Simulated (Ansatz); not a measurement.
# The perfect W wire along [100], 12 atoms a period, part 2 of 2

Wanted: the relaxed geometry and the bands of the W wire along [100], 12 atoms a period.

Ansatz 0.2.0; DFT PBE, plane waves, PAW; relaxation of a wire's period; PAW set soft_1 (the session's first sound run).

So far: Starting point; Relaxing the period.

## Step 2: Relaxing the period (continued)

Relaxation path:

| step | energy less that of the first step (eV) | largest force component (eV/Å) | pressure (GPa) | volume (Å³) |
| --- | --- | --- | --- | --- |
| 1 | 0.0000 | 2.7573 | -8.32 | 547.33 |
| 2 | -2.0140 | 2.1709 | 5.78 | 524.08 |
| 3 | -2.6904 | 0.7786 | -1.01 | 519.80 |
| 4 | -2.9243 | 0.3635 | -0.68 | 529.29 |
| 5 | -2.9420 | 0.2004 | 0.10 | 528.43 |
| 6 | -2.9544 | 0.0119 | -0.06 | 529.62 |
| 7* | -2.9515 | 0.0121 | -0.06 | 529.62 |

Relaxation steps marked * repeat the geometry before them on a plane-wave basis chosen anew for their cell, so energy and pressure can jump there.

Forces are held to the 16 operations that the run works with; a distortion that breaks them can't arise in this run.

| cell as run | before | after | change |
| --- | --- | --- | --- |
| c (Å) | 3.170 | 3.067 | -3.2 % |

The atoms that moved most (Å, along periodic axes as changes of fractional coordinates times the final cell, across vacuum about the mean position):

| atom | dx | dy | dz | length |
| --- | --- | --- | --- | --- |
| W7 | 0.117 | -0.100 | 0.000 | 0.154 |
| W8 | 0.117 | 0.100 | 0.000 | 0.154 |
| W3 | -0.100 | -0.117 | 0.000 | 0.154 |
| W11 | -0.117 | -0.100 | 0.000 | 0.154 |
| W12 | -0.117 | 0.100 | 0.000 | 0.154 |
| W1 | -0.100 | 0.117 | 0.000 | 0.154 |
| W6 | 0.100 | -0.117 | 0.000 | 0.154 |
| W4 | 0.100 | 0.117 | 0.000 | 0.154 |

Final coordinates:

```cif
data_structure
_symmetry_space_group_name_H-M 'P 1'
_symmetry_Int_Tables_number 1
_cell_length_a 13.1400
_cell_length_b 13.1400
_cell_length_c 3.0674
_cell_angle_alpha 90.000
_cell_angle_beta 90.000
_cell_angle_gamma 90.000
_cell_volume 529.62
loop_
_atom_site_label
_atom_site_type_symbol
_atom_site_fract_x
_atom_site_fract_y
_atom_site_fract_z
_atom_site_occupancy
W1 W 0.37176 0.26768 0.00000 1
W2 W 0.37665 0.50000 0.00000 1
W3 W 0.37176 0.73232 0.00000 1
W4 W 0.62824 0.26768 0.00000 1
W5 W 0.62335 0.50000 0.00000 1
W6 W 0.62824 0.73232 0.00000 1
W7 W 0.26768 0.37176 0.50000 1
W8 W 0.26768 0.62824 0.50000 1
W9 W 0.50000 0.37665 0.50000 1
W10 W 0.50000 0.62335 0.50000 1
W11 W 0.73232 0.37176 0.50000 1
W12 W 0.73232 0.62824 0.50000 1
```

This step gave:

- energy at zero smearing: -124611.0005 eV
- cell length along the wire: 3.067 Å

The cell's length comes to 3.067 Å with spin left out.

## Step 3: The wire at its relaxed period

This step: DFT PBE, plane waves, PAW; bands of a perfect wire; PAW set soft_1 (Ansatz 0.2.0).

At the relaxed period the bands are computed along the axis; those that cross an energy going forward count the channels that a perfect wire would open there.

Contents of input.yaml:

```yaml
crystal:
  lattice:
    - [13.14, 0.0, 0.0]
    - [0.0, 13.14, 0.0]
    - [0.0, 0.0, 3.0674324147]
  atoms:
    - { symbol: W, position: [0.371762215, 0.267679096, 0.0] }
    - { symbol: W, position: [0.376654709, 0.5, 0.0] }
    - { symbol: W, position: [0.371762215, 0.732320904, 0.0] }
    - { symbol: W, position: [0.628237785, 0.267679096, 0.0] }
    - { symbol: W, position: [0.623345291, 0.5, 0.0] }
    - { symbol: W, position: [0.628237785, 0.732320904, 0.0] }
    - { symbol: W, position: [0.267679096, 0.371762215, 0.5] }
    - { symbol: W, position: [0.267679096, 0.628237785, 0.5] }
    - { symbol: W, position: [0.5, 0.376654709, 0.5] }
    - { symbol: W, position: [0.5, 0.623345291, 0.5] }
    - { symbol: W, position: [0.732320904, 0.371762215, 0.5] }
    - { symbol: W, position: [0.732320904, 0.628237785, 0.5] }
kpoints:
  mp_grid: { grid: [1, 1, 27] }
  band_path: { path: ["Γ", Z], npoints: 90 }
scf:
  occupations: { method: fermi_dirac, width: 0.05 }
hamiltonian:
  xc: pbe
  pseudopotentials: { kind: paw, azcp: { folder: soft_1 } }
output:
  dos: { e_range: [-5, 4] }
  write_potential: true
  write_density: true
  volumetric_format: npy
```

Started as:

```sh
> ansatz run input.yaml --threads 4 --pin off --max-ram 16384MiB --backend cpu --events-out ev --progress --plain --runs-dir out
```

Numbers of over 12 decimals in the logs are rounded to 6 here.

Log:

```text
[...]
Crystal: 12 atoms, lattice volume = 529.622 Å³
Basis set: ecut = 420 eV, 10291 PW (Γ)
Bands: 101, of which v1, the nominal top of the filled ones, is band 84 counted from 1 (83 counted from 0)
Symmetry: 16 space group operations
[...]
k-points: 14 of 27
[...]
SCF iter   1: F=—  HF=-124624.430072 eV  |F-HF|=—  |Δ(HF+E_count)|=         —  Δρ=5.32e-2  dr2=8.35e1  ethr=3.10e-3  ⟨swp⟩=9.0  Hψ=6668  notcnv=0
[...]
SCF iter  12: F=-124611.065800 eV  HF=-124611.065800 eV  |F-HF|=1.38e-8  |Δ(HF+E_count)|=   1.79e-7  Δρ=1.03e-6  dr2=9.90e-9  ethr=5.95e-11  ⟨swp⟩=12.0  Hψ=4604  notcnv=0
SCF 1 converged in 12 iterations: F = -124611.065800 eV  dr2 = 9.90e-9
[...]
NSCF: frozen V_eff on 91 k-points
WARN: The output density's exchange-correlation potential varies sharply where the density is thin. Do not read a vacuum level from v_tot or v_xc, or from such a field of the output density. On a cell that repeats whose density bears no net charge and no dipole along the vacuum's axis use v_es (v_loc + v_h of the components); under efield.dipole_correction with no amplitude use v_es + v_field, which holds any externa [...]
SCF converged after 12 iterations
Free energy (F): -124611.065800 eV
[...]
Internal energy: -124610.942117 eV  (E = F + TS)
E sigma→0 (E₀):  -124611.003958 eV
Entropy (-TS):   -0.123683 eV (-10.307 meV/atom)
Fermi energy:    5.662092 eV
[...]
--- Band table (eV; the first three rows and the last of 14) ---
  k-point 0: bands = [... 80 lower, 5.1094, 5.1094, 5.2002, 5.3910, 5.5244, 5.5244, 5.5499, 5.6785, ... 13 higher]
  k-point 1: bands = [... 80 lower, 5.1250, 5.1250, 5.1887, 5.4127, 5.5686, 5.6364, 5.6364, 5.6844, ... 13 higher]
  k-point 2: bands = [... 80 lower, 5.2058, 5.2523, 5.2523, 5.4357, 5.6243, 5.6995, 5.8298, 5.8298, ... 13 higher]
  k-point 13: bands = [... 80 lower, 5.6770, 5.7904, 5.9020, 5.9502, 6.2038, 6.2038, 6.8704, 6.8704, ... 13 higher]
```

The job ended after 78 s (4 threads of Arm Neoverse V2, shared host; peak memory 2.7 GiB).

This step gave:

```yaml
energy_at_zero_smearing: -124611.0040 eV
band_gap: 0 eV
```

Electronic bands along the path, in eV, zero at the Fermi level:

| point | band 81 | band 82 | band 83 | band 84 | band 85 | band 86 | band 87 | band 88 |
| --- | --- | --- | --- | --- | --- | --- | --- | --- |
| Γ | -0.55 | -0.55 | -0.46 | -0.27 | -0.14 | -0.14 | -0.11 | 0.02 |
| halfway | -0.92 | -0.44 | -0.11 | -0.11 | 0.00 | 0.66 | 0.66 | 0.68 |
| Z | 0.09 | 0.09 | 0.27 | 0.27 | 0.56 | 0.56 | 1.25 | 1.25 |

Between Γ and Z the bands cross the Fermi level 11 times, so a perfect wire would conduct at least 11 G₀, with spin left out.

## Step 4: What came out

| Property | Result |
| --- | --- |
| cell length, PBE | 3.067 Å |
| ballistic conductance by band crossings, a lower bound, PBE | 11 G₀ |

Under PBE the cell's length is 3.07 Å, and the bands cross the Fermi level 11 times between Γ and Z, which gives a perfect wire at least 11 G₀ (opposite crossings within one step of the path cancel in such a count). No spin was allowed, though thin wires with open d shells can turn magnetic. Spin-orbit coupling is left out, which matters for the bands of heavy atoms.

[Logs are printed without paths, hosts, clocks, repeated set-up lines and the standing remarks that a program may print on its own settings, such as how far it seeks lower states.]

[Hosts, paths, dates, database ids (printed as entryN), source tags and the programs' standing remarks are cut or masked in the printed files.]
